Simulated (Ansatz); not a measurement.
# KSrBr3 (built on the sites of a database entry of CsPbBr3): following an unstable mode, part 2 of 3

Wanted: the energy along a soft mode of KSrBr3 (built on the sites of a database entry of CsPbBr3) and the structure at the end.

Ansatz 0.2.0; DFT PBEsol, scalar-relativistic, plane waves, PseudoDojo norm-conserving pseudopotentials.

So far, highest frequency on the path or at a solved wavevector (cm⁻¹): step 2 (phonons on a q mesh) 209. Also lowest frequency on the path (cm⁻¹): step 2 -55.5.

The structure was built from a prototype and need not be the compound's stable phase.

**6. Relaxation from the frozen mode**

Starting from the lowest point found, all atoms and the cell are let go, so that strain and other modes of the same symmetry can join in.

input.yaml

```yaml
crystal:
  lattice:
    - [5.8733190708, 0.0, 0.0]
    - [0.0, 5.8733190708, 0.0]
    - [0.0, 0.0, 5.8733190708]
  atoms:
    - { symbol: K, position: [-0.0589803069, 0.0589803069, 0.0589803069] }
    - { symbol: Sr, position: [0.4980785138, 0.5019214862, 0.5019214862] }
    - { symbol: Br, position: [-0.0002737139, 0.4843796231, 0.4843796231] }
    - { symbol: Br, position: [0.5156203769, 0.0002737139, 0.4843796231] }
    - { symbol: Br, position: [0.5156203769, 0.4843796231, 0.0002737139] }
kpoints:
  mp_grid: { grid: [4, 4, 4] }
hamiltonian:
  xc: pbesol
  pseudopotentials: { kind: nc, accuracy: standard }
scf:
  occupations: { method: fixed }
output:
  forces: true
  stress: true
  eigenvalues: true
relax:
  adjacent_minimum: "off"
  f_tol: 0.002
  max_steps: 120
  cell: { stress_tol: 0.03 }
```

Command:

```console
$ ansatz run input.yaml --threads 8 --pin off --max-ram 14336MiB --backend cpu --events-out ev --progress --plain --runs-dir out
```

Numbers of over 12 decimals in the logs are rounded to 6 here.

What it wrote:

```text
[...]
Crystal: 5 atoms, lattice volume = 202.605 Å³
Basis set: ecut = 1006.821291 eV, 14771 PW (Γ), exchange–correlation on 128×128×128 points (8 copies of the dense FFT grid, shifted against one another)
Bands: 25, of which v1, the nominal top of the filled ones, is band 20 counted from 1 (19 counted from 0)
Symmetry: 6 space group operations
[...]
k-points: 13 of 64 (time reversal used)
[...]
SCF iter   1: F=—  HF=-3041.191145 eV  |F-HF|=—  |Δ(HF+E_count)|=         —  Δρ=3.26e-2  dr2=4.28e0  ethr=3.10e-3  ⟨swp⟩=9.2  Hψ=1879  notcnv=0  defer=31
[...]
SCF iter   9: F=-3039.311723 eV  HF=-3039.311723 eV  |F-HF|=1.95e-8  |Δ(HF+E_count)|=   1.66e-7  Δρ=2.79e-6  dr2=1.75e-8  ethr=2.50e-10  ⟨swp⟩=23.2  Hψ=3378  notcnv=0
SCF 1 converged in 9 iterations: F = -3039.311723 eV  dr2 = 1.75e-8
relax step   1: F+E_penalty+E_count = -3039.31172259 eV  Δ(F+E_penalty+E_count) = +0.000e0 eV  max|allowed force component| = 8.263e-2 eV/Å  Δτ_max = 0.0000 Å  P = +0.179 GPa  Ω = 202.605 Å³  (9 SCF iters, dr2 threshold 1.00e-7 eV, accepted)
Crystal: 5 atoms, lattice volume = 204.802 Å³
Basis set: ecut = 1006.821291 eV, 14885 PW (Γ), exchange–correlation on 128×128×128 points (8 copies of the dense FFT grid, shifted against one another)
[...]
iter 1 solved again at ethr=1.69e-5 eV; its pass at ethr=3.10e-3 eV (dr2=6.76e-3 eV) is discarded
[...]
SCF iter   5: F=-3039.325062 eV  HF=-3039.325062 eV  |F-HF|=3.16e-7  |Δ(HF+E_count)|=   1.27e-6  Δρ=9.64e-6  dr2=2.22e-7  ethr=1.07e-9  ⟨swp⟩=19.8  Hψ=3367  notcnv=0
SCF 2 converged in 5 iterations: F = -3039.325062 eV  dr2 = 2.22e-7
relax step   2: F+E_penalty+E_count = -3039.32506227 eV  Δ(F+E_penalty+E_count) = -1.334e-2 eV  max|allowed force component| = 8.412e-2 eV/Å  Δτ_max = 0.0494 Å  P = +0.010 GPa  Ω = 204.802 Å³  energy of the carried Pulay correction = -2.657e-5 eV  (5 SCF iters, dr2 threshold 4.27e-7 eV, accepted)
Crystal: 5 atoms, lattice volume = 206.434 Å³
Basis set: ecut = 1006.821291 eV, 15001 PW (Γ), exchange–correlation on 128×128×128 points (8 copies of the dense FFT grid, shifted against one another)
[...]
SCF iter   7: F=-3039.353938 eV  HF=-3039.353938 eV  |F-HF|=6.00e-8  |Δ(HF+E_count)|=   1.28e-7  Δρ=4.00e-6  dr2=3.91e-8  ethr=1.11e-9  ⟨swp⟩=20.2  Hψ=3239  notcnv=0
SCF 3 converged in 7 iterations: F = -3039.353938 eV  dr2 = 3.91e-8
relax step   3: F+E_penalty+E_count = -3039.35393757 eV  Δ(F+E_penalty+E_count) = -2.888e-2 eV  max|allowed force component| = 1.338e-2 eV/Å  Δτ_max = 0.1952 Å  P = +0.109 GPa  Ω = 206.434 Å³  energy of the carried Pulay correction = -4.612e-5 eV  (7 SCF iters, dr2 threshold 4.42e-7 eV, accepted)
[...]
relax step   4: F+E_penalty+E_count = -3039.35533123 eV  Δ(F+E_penalty+E_count) = -1.394e-3 eV  max|allowed force component| = 2.377e-2 eV/Å  Δτ_max = 0.0718 Å  P = +0.014 GPa  Ω = 208.743 Å³  energy of the carried Pulay correction = -7.352e-5 eV  (6 SCF iters, dr2 threshold 7.68e-8 eV, accepted)
[...]
relax step   5: F+E_penalty+E_count = -3039.35594670 eV  Δ(F+E_penalty+E_count) = -6.155e-4 eV  max|allowed force component| = 1.262e-2 eV/Å  Δτ_max = 0.0220 Å  P = -0.012 GPa  Ω = 208.532 Å³  energy of the carried Pulay correction = -7.102e-5 eV  (5 SCF iters, dr2 threshold 3.53e-8 eV, accepted)
[...]
relax step   6: F+E_penalty+E_count = -3039.35601933 eV  Δ(F+E_penalty+E_count) = -7.263e-5 eV  max|allowed force component| = 1.848e-3 eV/Å  Δτ_max = 0.0046 Å  P = +0.001 GPa  Ω = 208.314 Å³  energy of the carried Pulay correction = -6.845e-5 eV  (5 SCF iters, dr2 threshold 9.95e-9 eV, accepted)
[...]
SCF iter   1: F=—  HF=-3039.355944 eV  |F-HF|=—  |Δ(HF+E_count)|=         —  Δρ=2.08e-5  dr2=8.86e-8  ethr=1.64e-6  ⟨swp⟩=5.2  Hψ=2757  notcnv=0  defer=39
eigensolver tolerance schedule: the retry pair's looser diagonalisation over-reported the residual by 7385.86 of it (diagonalisation noise at an unbounded share of the residual, at the tolerance the schedule requests for it); recorded, not acted on — ethr = c·dr2/N_el stays at c = 1.0e-1
[...]
SCF iter   2: F=—  HF=-3039.356142 eV  |F-HF|=—  |Δ(HF+E_count)|=   1.98e-4  Δρ=1.12e-5  dr2=3.84e-8  ethr=2.21e-10  ⟨swp⟩=4.7  Hψ=1082  notcnv=0  defer=37
[...]
SCF iter   6: F=-3039.356142 eV  HF=-3039.356142 eV  |F-HF|=3.18e-12  |Δ(HF+E_count)|=  2.73e-12  Δρ=6.52e-8  dr2=1.29e-11  ethr=1.00e-12  ⟨swp⟩=25.0  Hψ=3812  notcnv=0
SCF 7 converged in 6 iterations: F = -3039.356142 eV  dr2 = 1.29e-11
relax step   7: F+E_penalty+E_count = -3039.35614232 eV  Δ(F+E_penalty+E_count) = -1.230e-4 eV  max|allowed force component| = 1.851e-3 eV/Å  Δτ_max = 0.0000 Å  P = +0.002 GPa  Ω = 208.314 Å³  stress off target by 4.49e-3 GPa  SCF on the basis re-selected at this cell (its energy is not comparable with the rows above)  (6 SCF iters)
basis re-selected at this cell: Δ(F+E_penalty+E_count) = -1.230e-4 eV, ΔP = +0.001 GPa vs the last step (what re-selecting the basis moved, of the pressure what is left beyond the Pulay correction that the steps carried, after the strain that the cell walked since its last selection, with what the two solves' SCF thresholds leave and, on support functions, any second-order correction that the steps lacked; it is no m [...]
SCF converged after 6 iterations
Free energy (F): -3039.356142 eV
[...]
Internal energy: -3039.356142 eV  (E = F + TS)
E sigma→0 (E₀):  -3039.356142 eV
Fermi energy:    0.860525 eV
[...]
--- Forces (eV/Å), atoms counted from 1 ---
  atom   1  K     -0.00056450     0.00056450     0.00056450
  atom   2  Sr     0.00048757    -0.00048757    -0.00048757
  atom   3  Br    -0.00185134    -0.00096350    -0.00096350
  atom   4  Br     0.00096350     0.00185134    -0.00096350
  atom   5  Br     0.00096350    -0.00096350     0.00185134
  max |Σ_I F_I| component: 1.27e-6 eV/Å
--- Stress (GPa, compression-positive) ---
        0.002468       0.002019       0.002019
        0.002019       0.002468      -0.002019
        0.002019      -0.002019       0.002468
  P = ⅓ Tr σ = 0.0025 GPa (0.025 kbar)
--- Band table (eV; the first three rows and the last of 13) ---
  k-point 0: bands = [... 16 lower, 0.4450, 0.4683, 0.6094, 0.6094, 4.8254, 6.0522, 6.0837, 6.0837, ... 1 higher]
  k-point 1: bands = [... 16 lower, 0.1754, 0.3740, 0.4553, 0.5693, 5.3633, 6.1064, 6.4801, 6.5686, ... 1 higher]
  k-point 2: bands = [... 16 lower, 0.0546, 0.2834, 0.4181, 0.5507, 6.0997, 6.3875, 6.5425, 7.1695, ... 1 higher]
  k-point 12: bands = [... 16 lower, -0.5152, 0.7557, 0.7557, 0.8605, 6.2924, 7.4672, 7.4672, 7.5235, ... 1 higher]
--- Relaxed structure (6 steps of the walk, 6 accepted, 1 SCFs on fresh bases) ---
  F+E_penalty+E_count = -3039.35614232 eV   max|allowed force component| = 1.851e-3 eV/Å   (the final SCF, on the basis selected at the relaxed cell)
  cell:  # Å, volume = 208.3141 Å³
    - [5.929490, -0.095350, -0.095350]
    - [-0.095350, 5.929490, 0.095350]
    - [-0.095350, 0.095350, 5.929490]
  atoms:
    - { symbol: K, position: [-0.088053, 0.088053, 0.088053] }
    - { symbol: Sr, position: [0.502394, 0.497606, 0.497606] }
    - { symbol: Br, position: [0.00423118, 0.474254, 0.474254] }
    - { symbol: Br, position: [0.525746, -0.00423118, 0.474254] }
    - { symbol: Br, position: [0.525746, 0.474254, -0.00423118] }
```

Wall time 38 s (8 threads of Arm Neoverse N1, shared host); peak memory 1.3 GiB; 4.9 min of CPU time.

The steps of the relaxation:

```csv
step,energy less that of the first step (eV),largest force component (eV/Å),pressure (GPa),volume (Å³)
1,0.0000,0.0826,0.18,202.61
2,-0.0133,0.0841,0.01,204.80
3,-0.0422,0.0134,0.11,206.43
4,-0.0436,0.0238,0.01,208.74
5,-0.0442,0.0126,-0.01,208.53
6,-0.0443,0.0018,0.00,208.31
7*,-0.0444,0.0019,0.00,208.31
```

Relaxation steps marked * repeat the geometry before them on a plane-wave basis chosen anew for their cell, so energy and pressure can jump there.

The run keeps the 6 symmetry operations that it works with, so distortions that break them were not tested.

```csv
"conventional cell, symmetrised",before,after,change
a (Å),8.306,8.251,-0.7 %
b (Å),8.306,8.251,-0.7 %
c (Å),10.173,10.600,+4.2 %
volume (Å³/atom),40.52,41.66,+2.8 %
```

The atoms that moved most (Å, as changes of fractional coordinates times the final cell):

```csv
atom,dx,dy,dz,length
K1,-0.178,0.178,0.178,0.308
Br5,0.061,-0.061,-0.029,0.091
Br4,0.061,-0.029,-0.061,0.091
Br3,0.029,-0.061,-0.061,0.091
Sr2,0.026,-0.026,-0.026,0.046
```

Numbers from this step:

```yaml
pressure: 0.002468 GPa
gap_on_the_k_mesh: 3.965 eV
volume_per_atom: 41.66 Å³
```

The distorted start has space group R3m; the relaxation ends in R3m.

**7. The new phase in its own primitive cell**

The relaxed structure is symmetrised, reduced to its primitive cell and relaxed tightly, as its phonons need.

input.yaml, the sections that differ from step 6:

```yaml
crystal:
  lattice:
    - [4.1253598006, 2.3817775914, 3.5334940638]
    - [-4.1253598006, 2.3817775914, 3.5334940638]
    - [0.0, -4.7635551828, 3.5334940638]
  atoms:
    - { symbol: K, position: [0.9119471204, 0.9119471204, 0.9119471204] }
    - { symbol: Sr, position: [0.5023940775, 0.5023940775, 0.5023940775] }
    - { symbol: Br, position: [0.5257464342, 0.5257464342, 0.0042311805] }
    - { symbol: Br, position: [0.0042311805, 0.5257464342, 0.5257464342] }
    - { symbol: Br, position: [0.5257464342, 0.0042311805, 0.5257464342] }
kpoints:
  mp_grid: { grid: [3, 3, 3] }
relax:
  adjacent_minimum: "off"
  f_tol: 0.001
  max_steps: 60
  cell: { stress_tol: 0.01 }
# hamiltonian, scf, output: as in step 6
```

What it wrote:

```text
[...]
Crystal: 5 atoms, lattice volume = 208.314 Å³
Basis set: ecut = 1006.821291 eV, 15097 PW (Γ), exchange–correlation on 128×128×128 points (8 copies of the dense FFT grid, shifted against one another)
Bands: 25, of which v1, the nominal top of the filled ones, is band 20 counted from 1 (19 counted from 0)
Symmetry: 6 space group operations
[...]
cell:  # Å, volume = 208.5614 Å³
    - [4.128404, 2.383535, 3.532473]
    - [-4.128404, 2.383535, 3.532473]
    - [0, -4.767071, 3.532473]
  atoms:
    - { symbol: K, position: [0.911984, 0.911984, 0.911984] }
    - { symbol: Sr, position: [0.501848, 0.501848, 0.501848] }
    - { symbol: Br, position: [0.526190, 0.526190, 0.00385305] }
    - { symbol: Br, position: [0.00385305, 0.526190, 0.526190] }
    - { symbol: Br, position: [0.526190, 0.00385305, 0.526190] }
[key lines of the parts left out:]
SCF converged after 10 iterations
Free energy (F): -3039.351039 eV
Fermi energy:    0.749687 eV
P = ⅓ Tr σ = -0.0012 GPa (-0.012 kbar)
```

It took 15 s on 8 threads; peak memory 1 GiB; 1.9 min of CPU time.

The steps of the relaxation:

```csv
step,energy less that of the first step (eV),largest force component (eV/Å),pressure (GPa),volume (Å³)
1,0.0000,0.0081,0.02,208.31
2,0.0000,0.0068,0.00,208.47
3,-0.0001,0.0028,0.00,208.55
4,-0.0001,0.0006,0.00,208.56
5*,-0.0001,0.0006,0.00,208.56
```

Relaxation steps marked * repeat the geometry before them on a plane-wave basis chosen anew for their cell, so energy and pressure can jump there.

The run keeps the 6 symmetry operations that it works with, so distortions that break them were not tested.

```csv
"conventional cell, symmetrised",before,after,change
a (Å),8.251,8.257,+0.1 %
b (Å),8.251,8.257,+0.1 %
c (Å),10.600,10.597,-0.0 %
volume (Å³/atom),41.66,41.71,+0.1 %
```

Final coordinates:

```xyz
5
Lattice="4.1284 2.3835 3.5325 -4.1284 2.3835 3.5325 0.0000 -4.7671 3.5325" Properties=species:S:1:pos:R:3 pbc="T T T"
K     0.0000    0.0000    9.6647
Sr    0.0000    0.0000    5.3183
Br    0.0000    2.4900    3.7311
Br   -2.1564   -1.2450    3.7311
Br    2.1564   -1.2450    3.7311
```

A gap read on the k-mesh alone can miss the band edges.

This step gave:

```
pressure           : -0.001168 GPa
gap on the k-mesh  : 4.068 eV
volume per atom    : 41.71 Å³
direct gap on mesh : 4.216 eV
```

The largest force component left is 0.65 meV/Å and the pressure is -0.001 GPa, within the tolerances set. The cell now holds 41.71 Å³/atom.

(Continued in part 3 of 3.)

[Logs are printed without paths, hosts, clocks, repeated set-up lines and the standing remarks that a program may print on its own settings, such as how far it seeks lower states.]

[Hosts, paths, dates, database ids (printed as entryN), source tags and the programs' standing remarks are cut or masked in the printed files.]
